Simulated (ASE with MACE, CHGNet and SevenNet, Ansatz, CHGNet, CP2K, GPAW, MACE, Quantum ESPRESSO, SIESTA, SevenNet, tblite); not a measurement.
## Machine-learned potentials runs on C(111) slab, H on the bottom face (99 atoms)

How do the settings of machine-learned potentials change the result for C(111) slab, H on the bottom face (99 atoms)? A plane-wave run serves as the yardstick.

Calculated with ASE with MACE, CHGNet and SevenNet; the method is named at each step.

**1. Set-up**

The cell holds 99 atoms: 90 C and 9 H. Cell: a = 7.567 Å, b = 7.567 Å, c = 21.842 Å, α = 90.0°, β = 90.0°, γ = 120.0°. It derives from C (diamond-structure). Diamond-structure C (a = 3.567 Å), (111) slab of 10 atomic planes, 3 x 3 surface cells, H on the broken bonds of the bottom face, 12 Å of vacuum; displaced by a Gaussian of 0.02 Å. Then every atom was moved at random, 0.03 Å r.m.s. a Cartesian component (hydrogen 0.6 of that). Regions: slab, 90 atoms (90 C); hydrogen, 9 atoms (9 H). Vacuum lies along c.

The yardstick, on the same geometry:

* method: Kohn-Sham DFT, PBE, SSSP efficiency 1.3.0 pseudopotentials, plane waves (Quantum ESPRESSO 7.5); sssp-pbe-1.3.0-efficiency, cutoffs 45/360 Ry, Γ point
* r.m.s. force component: 1.864 eV/Å
* longest force: 6.662 eV/Å
* time: 3.4 min on 4 MPI ranks of Intel Xeon 6975P-C (Granite Rapids), shared host
* CPU time: 14 min

**2. MACE MPA-0 medium potential**

Method: machine-learned interatomic potential MACE MPA-0 medium, trained on PBE(+U) plane-wave data.

The input, run.py:

```python
import numpy as np
from ase.io import read
import mlip  # loads the published weights by name

atoms = read("structure.xyz")
atoms.calc = mlip.calc("mace-mpa-0-medium")
energy = atoms.get_potential_energy()
forces = atoms.get_forces()
print(f"energy {energy:.6f} eV")
print("forces (eV/A)")
for i, (a, f) in enumerate(zip(atoms, forces)):
    print(f"{i:4d} {a.symbol:2s} {f[0]:10.5f} {f[1]:10.5f} {f[2]:10.5f}")
```

The input, structure.xyz:

```xyz
99
Lattice="7.56675 0.00000 0.00000 -3.78337 6.55300 0.00000 0.00000 0.00000 21.84249" Properties=species:S:1:pos:R:3 pbc="T T T"
C -0.00525 5.85910 7.59813
C -1.28475 6.55195 7.10449
C -1.21559 5.08146 9.61834
C 0.02800 5.81579 9.17472
C 2.54050 0.00806 11.73095
C -1.21170 5.14417 11.21022
C 0.05645 5.88302 13.75596
C 2.49952 0.03250 13.30950
C -1.22153 5.10118 15.81986
C 0.01529 5.86244 15.36532
C 1.26762 3.63187 7.61779
C 0.03012 4.38645 7.09226
C -0.00601 2.89387 9.73651
C 1.29093 3.62479 9.15615
C 0.00352 4.40001 11.75585
C 0.03019 2.86917 11.22486
C 1.26656 3.63357 13.81734
C -0.04941 4.35971 13.19046
C -0.00427 2.94472 15.79496
C 1.23486 3.62256 15.27598
C 2.54478 5.82011 7.58612
C 5.01501 0.00931 7.15123
C 1.24587 5.09705 9.68780
C 2.50146 5.78650 9.16052
C 5.00321 0.06134 11.79079
C 1.18061 5.09397 11.18445
C 2.48334 5.83649 13.79004
C 1.32952 6.53550 13.24354
C 1.28230 5.11167 15.80282
C 2.57716 5.69928 15.29673
C 2.54020 1.44068 7.59616
C 1.23936 2.22527 7.06932
C 1.22918 0.76559 9.55915
C 2.49082 1.43576 9.13147
C 1.26963 2.21413 11.68792
C 1.31563 0.74101 11.26111
C 2.52873 1.47285 13.73347
C 1.25813 2.15699 13.34401
C 1.24844 0.76775 15.85131
C 2.52881 1.39028 15.32600
C 3.81164 3.66555 7.63242
C 2.50524 4.36358 7.10318
C 2.49991 2.88778 9.65569
C 3.75845 3.62532 9.15397
C 2.50429 4.33363 11.69294
C 2.50921 2.95108 11.21000
C 3.75720 3.69576 13.75400
C 2.62468 4.40781 13.31059
C 2.53857 2.90901 15.83340
C 3.76866 3.60579 15.25589
C -2.51518 5.82286 7.55750
C 0.03488 0.00577 7.11934
C 3.74948 5.08513 9.66530
C -2.53342 5.85838 9.17210
C 3.78966 6.52810 11.73379
C 3.73832 5.09804 11.22114
[... 39 atom lines left out ...]
H 0.01006 0.01782 6.00668
H 3.80222 2.19276 5.99096
H 5.02762 4.34484 6.04491
H -1.22736 2.17055 6.03726
```

The run is started by

```bash
$ OMP_NUM_THREADS=1 python run.py > output.txt
```

Output:

```text
energy -833.190373 eV
forces (eV/A)
   0 C     0.05029   -1.35460    0.34908
   1 C     1.10428    0.43293    0.58580
   2 C    -1.25553    1.46782    1.56560
   3 C    -0.84674    0.49130   -1.37883
   4 C     0.18120   -0.11076    0.34113
   5 C    -2.22232   -1.80074   -0.41666
   6 C    -2.13768   -1.82038   -0.70325
   7 C     1.43321   -0.86888   -1.08317
   8 C    -1.24563    0.28176   -2.85079
   9 C     1.11651   -2.37627    2.12995
  10 C    -0.28310    0.62900   -0.37404
  11 C    -0.94345   -0.22395   -0.42490
  12 C     0.31276    1.10937   -2.99240
  13 C    -1.51591    0.24919    0.57394
  14 C    -0.89843   -1.46202   -2.34346
  15 C    -1.28390    1.80789    0.59507
  16 C     0.05227    0.23337   -3.09797
  17 C     2.91015    1.38157    4.23758
  18 C     0.52802   -1.27347   -2.56777
  19 C     0.71514    0.87019    5.08242
  20 C    -1.13784   -0.12015    0.92275
  21 C     1.40407    0.52812   -2.46622
  22 C     0.29524   -0.44617   -1.11143
  23 C     0.73672    1.29347   -0.22827
[...]
91 H     0.28928    0.33558    0.75977
  92 H    -0.19301    0.22222    1.10819
  93 H    -0.10511    0.16774   -1.64701
  94 H     0.04422   -0.04189    0.08492
  95 H     0.03587    0.08620    0.06431
  96 H     0.02611    0.22197   -0.26493
  97 H    -0.14979    0.06372   -1.20452
  98 H    -0.03651   -0.12147   -1.97216
```

It took 11 s on 1 thread of Intel Xeon 6975P-C (Granite Rapids), shared host; peak memory 1.6 GiB.

Banners, paths, timers and routine set-up lines are dropped from the logs unmarked, and long logs keep their key lines alone; longer cuts are marked.

Compared with the plane-wave run:

| Quantity | Value |
| --- | --- |
| r.m.s. force component | 1.633 eV/Å |
| r.m.s. difference of force components | 333.8 meV/Å |
| longest difference of force vectors | 1617 meV/Å |
| force difference over r.m.s. force | 17.9 % |
| slope of forces against the reference's | 0.8677 |
| correlation of force components | 0.9905 |

Length of the force difference by element (eV/Å):

| element | atoms | mean | most |
| --- | --- | --- | --- |
| C | 90 | 0.54 | 1.6 |
| H | 9 | 0.11 | 0.22 |

Local excerpt of 9 atoms (numbers count through the whole input) about C66, picked at random; x, y, z are measured from there.

| atom | x | y | z | distance (Å) | bonds | Fx | Fy | Fz (eV/Å) |
| --- | --- | --- | --- | --- | --- | --- | --- | --- |
| C66 | 0.00 | 0.00 | 0.00 | 0.00 | 4 | -3.69 | 2.86 | -2.36 |
| C25 | 1.15 | -0.63 | 0.51 | 1.41 | 4 | 4.19 | -2.91 | -2.48 |
| C65 | -0.10 | 1.46 | 0.44 | 1.53 | 4 | 1.83 | 1.23 | 0.67 |
| C5 | -1.31 | -0.68 | 0.45 | 1.55 | 4 | 0.18 | -0.11 | 0.34 |
| C63 | -0.05 | 0.04 | -1.64 | 1.64 | 4 | -0.53 | -0.58 | 1.21 |
| C26 | 1.11 | -2.15 | -0.09 | 2.42 | 4 | 3.17 | 0.49 | 2.07 |
| C28 | 1.26 | -0.71 | 1.97 | 2.44 | 4 | -3.46 | 1.09 | 2.65 |
| C6 | -1.28 | -2.10 | -0.07 | 2.46 | 4 | -2.22 | -1.80 | -0.42 |
| C68 | -0.05 | 1.49 | 2.01 | 2.50 | 4 | -2.07 | 0.42 | -1.06 |

Atoms are counted from 1 here, from 0 in the log.

Forces lie 18 % from the reference's, at 0.013 times its CPU time (on 1 against 4 cores).

The difference per atom is largest on C (0.54 eV/Å on average, against 0.11 on H).

**3. CHGNet r2SCAN potential**

Method: machine-learned interatomic potential CHGNet r2SCAN, trained on r2SCAN plane-wave data.

run.py, as its differences from that of step 2:

```diff
@@ -5,3 +5,3 @@
 atoms = read("structure.xyz")
-atoms.calc = mlip.calc("mace-mpa-0-medium")
+atoms.calc = mlip.calc("chgnet-r2scan")
 energy = atoms.get_potential_energy()
```

structure.xyz is that of step 2.

Output:

```text
CHGNet vr2scan initialized with 412,525 parameters
CHGNet will run on cpu
energy -907.441467 eV
forces (eV/A)
   0 C    -0.13515   -1.29769    0.35350
   1 C     0.95630    0.23953    0.56053
   2 C    -0.97093    1.11119    1.56984
   3 C    -0.55655    0.53722   -1.54919
   4 C     0.31486    0.07139    0.68976
   5 C    -1.83257   -1.44271   -0.39628
   6 C    -1.64965   -1.89531    0.39486
   7 C     1.18388   -0.73163   -1.40971
   8 C    -1.35470   -0.03309   -2.36282
   9 C     1.08449   -2.01637    0.99349
  10 C    -0.14408    0.69696   -0.63774
  11 C    -0.68446   -0.18873   -0.67585
  12 C     0.50392    0.91221   -1.99177
  13 C    -1.26427    0.19783    0.36996
  14 C    -0.70774   -1.51965   -2.09847
  15 C    -1.18088    1.60820    0.47168
  16 C     0.17324    0.53192   -2.75798
  17 C     2.53762    1.38720    3.26562
  18 C     0.39380   -1.12093   -2.08741
  19 C     0.99124    1.02891    5.32221
  20 C    -0.96325    0.04383    0.44449
  21 C     1.39444    0.44675   -2.18452
  22 C     0.20393   -0.54292   -0.63825
  23 C     0.40378    0.93188   -0.51146
[...]
91 H     0.25278    0.29423    1.11274
  92 H    -0.22427    0.18384    1.56089
  93 H    -0.11824    0.24759   -1.68012
  94 H    -0.00795    0.00366    0.43382
  95 H     0.03228    0.03161    0.44913
  96 H     0.02819    0.18630   -0.06430
  97 H    -0.13897    0.10032   -0.99521
  98 H    -0.01474   -0.04072   -1.94611
```

Elapsed: 12 s, on 1 thread; peak memory 5.5 GiB.

Compared with the plane-wave run:

| Quantity | Value |
| --- | --- |
| r.m.s. force component | 1.49 eV/Å |
| r.m.s. difference of force components | 558.7 meV/Å |
| longest difference of force vectors | 2225 meV/Å |
| force difference over r.m.s. force | 29.97 % |
| slope of forces against the reference's | 0.7743 |
| correlation of force components | 0.9691 |

Against the first run (18 %), the force difference from the reference is 30 %, at 1.1 times the CPU time; this potential was trained at another functional than the reference's, which explains only part of so large a difference.

The difference per atom is largest on C (0.91 eV/Å on average, against 0.32 on H).

**4. SevenNet 0 potential**

Method: machine-learned interatomic potential SevenNet 0, trained on PBE(+U) plane-wave data.

run.py, as its differences from that of step 3:

```diff
@@ -5,3 +5,3 @@
 atoms = read("structure.xyz")
-atoms.calc = mlip.calc("chgnet-r2scan")
+atoms.calc = mlip.calc("7net-0")
 energy = atoms.get_potential_energy()
```

structure.xyz is that of step 3.

Output:

```text
energy -830.049316 eV
forces (eV/A)
   0 C    -0.00297   -1.43570    0.55795
   1 C     0.95065    0.33597    0.34661
   2 C    -1.44467    1.19621    1.49914
   3 C    -0.66953    0.54900   -1.23127
   4 C     0.41073   -0.10201   -0.72469
   5 C    -2.52018   -1.80305    0.25957
   6 C    -1.89016   -2.00057    0.24973
   7 C     1.40192   -1.08350   -0.67624
   8 C    -1.58435    0.09880   -2.56229
   9 C     0.75834   -1.72400    2.26658
  10 C    -0.11233    0.70516   -0.29924
  11 C    -0.63794   -0.26103   -1.00912
  12 C     0.38152    1.14077   -2.55039
  13 C    -1.36961    0.15135    0.72616
  14 C    -0.72894   -1.76295   -4.35778
  15 C    -1.29202    1.76681    1.51605
  16 C    -0.15775    0.65476   -0.63740
  17 C     2.92258    1.37725    4.73455
  18 C     0.29169   -1.04769   -2.43256
  19 C     0.19537    0.87844    3.21620
  20 C    -0.90302   -0.06816    1.03968
  21 C     1.13923    0.29529   -2.87919
  22 C     0.29556   -0.56268   -0.92527
  23 C     0.45432    1.14005   -0.25791
[...]
91 H     0.18363    0.28704    0.73335
  92 H    -0.13328    0.16945    1.22956
  93 H    -0.01241    0.01617   -2.09407
  94 H     0.03339    0.01938   -0.03614
  95 H     0.01685    0.04932    0.11430
  96 H     0.00874    0.15449   -0.46417
  97 H    -0.06905    0.04736   -1.40378
  98 H    -0.03120   -0.10280   -2.40414
```

It took 9.8 s on 1 thread; peak memory 1.5 GiB.

Numbers from this run, and their distance from the reference:

| Quantity | Value |
| --- | --- |
| r.m.s. force component | 1.618 eV/Å |
| r.m.s. difference of force components | 597.5 meV/Å |
| longest difference of force vectors | 2742 meV/Å |
| force difference over r.m.s. force | 32.05 % |
| slope of forces against the reference's | 0.8252 |
| correlation of force components | 0.9509 |

Against the first run (18 %), the force difference from the reference is 32 %, at 0.87 times the CPU time.

The difference per atom is largest on C (0.95 eV/Å on average, against 0.17 on H).

**5. The ladder**

Differences are against the plane-wave reference, forces as r.m.s. over components; share is that over the reference's r.m.s. force, slope the least-squares factor from reference forces to these. Total energies of different programs have different zeros and aren't compared.

| run | Δ force, r.m.s. (meV/Å) | share (%) | slope | cores | CPU time | memory (GiB) |
| --- | --- | --- | --- | --- | --- | --- |
| reference | - | - | - | 4 | 14 min | 2.7 |
| MACE MPA-0 medium potential | 334 | 17.9 | 0.868 | 1 | 11 s | 1.6 |
| CHGNet r2SCAN potential | 559 | 30.0 | 0.774 | 1 | 12 s | 5.5 |
| SevenNet 0 potential | 597 | 32.0 | 0.825 | 1 | 9.4 s | 1.5 |

Times of the machine-learned potentials are mostly Python's start and the loading of weights.

CPU time is summed over cores on a shared host, where runs went side by side, so it is rough. Symmetry, cutoffs, thresholds, outputs and thread counts weren't matched or tuned between programs; memory under MPI is the largest rank's times the ranks.

A second geometry, displaced anew (every atom was moved at random, 0.04 Å r.m.s. a Cartesian component (hydrogen 0.6 of that)), gives an energy difference that all programs can be tested on. The reference puts it at 41.80 meV/atom.

| run | energy less the first geometry's (meV/atom) | error (meV/atom) | force share at the second geometry (%) |
| --- | --- | --- | --- |
| MACE MPA-0 medium potential | 38.78 | -3.02 | 16.7 |
| CHGNet r2SCAN potential | 34.27 | -7.54 | 26.8 |
| SevenNet 0 potential | 33.61 | -8.20 | 31.6 |

**6. Results**

| Property | Result |
| --- | --- |
| nearest in forces | MACE MPA-0 medium potential, 18 % |
| its CPU time | 11 s |

**Reading.** Machine-learned potentials differ by 18 % (MACE MPA-0 medium potential) to 32 % (SevenNet 0 potential); they were trained on other programs' data, some at another functional. Among those trained on PBE data the slope goes as low as 0.83, which softening far from their training structures can give, though the reference's k-sampling is untested too. The energy difference between the two geometries, 41.8 meV/atom in the reference, is met best by MACE MPA-0 medium potential (-3.02) and worst by SevenNet 0 potential (-8.2). The electron count is odd in QE PBE, sssp-1.3.0-efficiency, 45/360 Ry, and they have no spin polarisation, so the unpaired electron is spread evenly over both spins. Machine-learned potentials mimic data converged in k, so the reference's own k-point error enters their differences. The runs have no spin polarisation, so any moments at edges, vacancies or dangling bonds can't form. The electronic-structure runs sample only Γ, in a cell whose shortest periodic width is 7 Å, which is coarse for a cell with partly filled levels.

[Also dropped from logs without a mark: logging warnings of Python, and SIESTA's first energy breakdown and zero terms.]

[Logs are printed without paths, hosts, clocks, repeated set-up lines and the standing remarks that a program may print on its own settings, such as how far it seeks lower states.]

[Hosts, paths, dates, database ids (printed as entryN), source tags and the programs' standing remarks are cut or masked in the printed files.]
